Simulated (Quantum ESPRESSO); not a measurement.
# Ba (Im-3m): coupling and resistivity with EPW, part 2 of 2

Aim: the electron–phonon coupling and the phonon-limited resistivity of Ba (Im-3m), by Wannier interpolation to fine meshes.

Quantum ESPRESSO 7.5; DFT LDA, scalar-relativistic, plane waves, PseudoDojo 0.4.1 norm-conserving pseudopotentials.

So far, resistivity at 300 K (μΩ cm): step 9 (resistivity: fine k 24×24×24, q 12×12×12, adaptive width …) 43.7. Also coupling constant λ: step 8 (coupling and Tc: fine k 20×20×20, q 10×10×10, width 0.15 …) 0.409.

**10. Coupling and Tc, input with a fault, fine q mesh 14×14×14, fine mesh 14×14×14**

Another input is tried.

The input, bad.in:

```
--
&inputepw
   prefix = 'x'
   outdir = './tmp'
   dvscf_dir = './save'
   elph = .true.
   etf_mem = 1
   nbndsub = 9
   bands_skipped = 'exclude_bands = 1-4'
   use_ws = .true.
   vme = 'wannier'
   asr_typ = 'crystal'
   nk1 = 8
   nk2 = 8
   nk3 = 8
   nq1 = 4
   nq2 = 4
   nq3 = 4
   amass(1) = 137.327
   epwwrite = .false.
   epwread = .true.
   wannierize = .false.
   nkf1 = 14
   nkf2 = 14
   nkf3 = 14
   nqf1 = 14
   nqf2 = 14
   nqf3 = 14
   mp_mesh_k = .true.
   ephwrite = .true.
   eliashberg = .true.
   liso = .true.
   limag = .true.
   tc_linear = .true.
   tc_linear_solver = 'lapack'
   fsthick = 0.4
   degaussw = 0.6
   degaussq = 0.5
   nqstep = 500
   muc = 0.13
   wscut = 0.3
   nsiter = 500
   nstemp = 7
   temps = 0.5 1.0 2.0 4.0 8.0 16.0 32.0
/
```

Run with:

```console
$ OMP_NUM_THREADS=1 mpirun -n 8 epw.x -nk 8 -in bad.in > bad.out
```

The job ended after 0.77 s (8 MPI ranks of Arm Neoverse N1, shared host).

The input was rejected at the start.

The program's message: “Error in routine readin (1): degaussw too close to fsthick”

The fault put into the input: a delta width larger than the window.

**11. Resistivity: fine k 32×32×32, q 16×16×16, adaptive width, window 0.32 eV**

At these temperatures only states within a few k_B T of the Fermi level carry current, so the mesh must be dense; it is refined.

The input, bte-2.in:

```
--
&inputepw
   prefix = 'x'
   outdir = './tmp'
   dvscf_dir = './save'
   elph = .true.
   etf_mem = 1
   nbndsub = 9
   bands_skipped = 'exclude_bands = 1-4'
   use_ws = .true.
   vme = 'wannier'
   asr_typ = 'crystal'
   nk1 = 8
   nk2 = 8
   nk3 = 8
   nq1 = 4
   nq2 = 4
   nq3 = 4
   amass(1) = 137.327
   epwwrite = .false.
   epwread = .true.
   wannierize = .false.
   nkf1 = 32
   nkf2 = 32
   nkf3 = 32
   nqf1 = 16
   nqf2 = 16
   nqf3 = 16
   mp_mesh_k = .true.
   scattering = .true.
   iterative_bte = .true.
   epmatkqread = .false.
   assume_metal = .true.
   int_mob = .false.
   carrier = .false.
   ngaussw = -99
   mob_maxiter = 200
   broyden_beta = 0.7
   fsthick = 0.32
   degaussw = 0.0
   nstemp = 6
   temps = 150 200 273 300 400 500
   restart = .false.
   selecqread = .false.
/
```

Run with:

```console
$ OMP_NUM_THREADS=1 mpirun -n 8 epw.x -nk 8 -in bte-2.in > bte-2.out
```

Run time: 30 min. Hardware: 8 MPI ranks; 3.3 h of CPU time.

Numbers from this step:

| Item | Value |
| --- | --- |
| iterations | 25 |
| resistivity at 300 K | 37.30 μΩ cm |

Resistivity, by row:

```csv
T (K),rho_xx (μΩ cm),rho_yy,rho_zz,"relaxation-time approximation, mean of the axes (μΩ cm)"
150,15.69,15.69,15.69,15.8
200,22.74,22.74,22.74,23.02
273,33.41,33.41,33.41,34.03
300,37.3,37.3,37.3,38.06
400,51.21,51.21,51.21,52.42
500,64.52,64.52,64.52,66.07
```

ρ(300 K) = 37.3 μΩ cm, against 43.7 before (-15 %); the relaxation-time start gave 38.1.

**12. Coupling and Tc: fine k 32×32×32, q 16×16×16, width 0.05 eV, window 0.3 eV**

The sum is repeated with other meshes, delta width and window to test it.

The input, a2f-3.in:

```
--
&inputepw
   prefix = 'x'
   outdir = './tmp'
   dvscf_dir = './save'
   elph = .true.
   etf_mem = 1
   nbndsub = 9
   bands_skipped = 'exclude_bands = 1-4'
   use_ws = .true.
   vme = 'wannier'
   asr_typ = 'crystal'
   nk1 = 8
   nk2 = 8
   nk3 = 8
   nq1 = 4
   nq2 = 4
   nq3 = 4
   amass(1) = 137.327
   epwwrite = .false.
   epwread = .true.
   wannierize = .false.
   nkf1 = 32
   nkf2 = 32
   nkf3 = 32
   nqf1 = 16
   nqf2 = 16
   nqf3 = 16
   mp_mesh_k = .true.
   ephwrite = .true.
   eliashberg = .true.
   liso = .true.
   limag = .true.
   tc_linear = .true.
   tc_linear_solver = 'lapack'
   fsthick = 0.3
   degaussw = 0.05
   degaussq = 0.5
   nqstep = 500
   muc = 0.13
   wscut = 0.3
   nsiter = 500
   nstemp = 7
   temps = 0.5 1.0 2.0 4.0 8.0 16.0 32.0
/
```

Run with:

```console
$ OMP_NUM_THREADS=1 mpirun -n 8 epw.x -nk 8 -in a2f-3.in > a2f-3.out
```

Wall time 24 min (8 MPI ranks).

The run was cut off at its time limit.

**13. What came out**

```
Wannier functions, band error                                                   : 9 functions; 12 meV r.m.s.
coupling constant λ, fine k 20×20×20, q 10×10×10, width 0.15 eV, window 0.61 eV : 0.409
ħω_log                                                                          : 4.55 meV
Tc at μ* = 0.13, Allen–Dynes                                                    : 0.12 K
resistivity at 300 K, 24×24×24                                                  : 43.7 μΩ cm
resistivity at 300 K, 32×32×32                                                  : 37.3 μΩ cm
```

In words: Step 7: No branch goes imaginary on this path. Step 8: The coupling constant from the curve is λ = 0.41; modes below 4.63 meV give half. Step 8: The most distinct maxima of the a2F lie at 4.36, 7.03 and 9.15 meV, the highest at 4.36 meV. On the finest meshes run, Ba (Im-3m) has λ = 0.41 and a phonon-limited resistivity of 37.3 μΩ cm at 300 K. The last refinement of the mesh moved the resistivity by 15 %, so it is not converged, and no rank of the meshes against a measured value means much. The relaxed volume lies -14.0 % from the database entry, which shifts the phonons and with them λ and ρ. λ rests on one fine mesh and one width. Between 150 and 500 K the resistivity rises by a factor of 4.11, against 3.33 for a straight line through the origin. The rows at 150, 200, 273 and 300 K moved by more than 10 % in the last refinement. The Sommerfeld coefficient follows from γ = (π²/3) k_B² N(E_F)(1 + λ), with twice the density of states a spin that EPW reads on the fine mesh at this width. The q mesh of ph.x (4×4×4), the k mesh and smearing of the ground state (12×12×12) and EPW's coarse k mesh (8×8×8) were not varied. Only scattering by harmonic phonons counts; impurities, grain boundaries and thermal expansion are left out, and μ* is typed.

Computed beside measured:

```
                                                  quantity  measured         24×24×24         32×32×32  k 20×20×20, 0.15 eV
resistivity at 300 K (computed: phonon part alone) (μΩ cm)      34.3  43.67 (+27.3 %)   37.30 (+8.8 %)                    -
resistivity at 500 K (computed: phonon part alone) (μΩ cm)      72.4  64.56 (-10.8 %)  64.52 (-10.9 %)                    -
   Sommerfeld coefficient γ (per mole of Ba) (mJ/(mol K²))       2.7                -                -       3.95 (+46.5 %)
```

Measured values from CRC Press, section 12, read from Wikipedia's data page (2003) and C. Kittel, read from Wikipedia's page on electronic specific heat (2005).

Verdict: For the resistivity at 300 K, of the levels listed nearest comes 32×32×32 (+8.8 %, fair agreement) and farthest 24×24×24 (+27.3 %, a clear miss). For the resistivity at 500 K, of the levels listed nearest comes 24×24×24 (-10.8 %, fair agreement) and farthest 32×32×32 (-10.9 %, fair agreement). The Sommerfeld coefficient γ is off by +46.5 %: a clear miss. Limits of convergence are named above.

[The logs of pw.x and epw.x are selected lines.]

[Logs are printed without paths, hosts, clocks, repeated set-up lines and the standing remarks that a program may print on its own settings, such as how far it seeks lower states.]

[Hosts, paths, dates, database ids (printed as entryN), source tags and the programs' standing remarks are cut or masked in the printed files.]
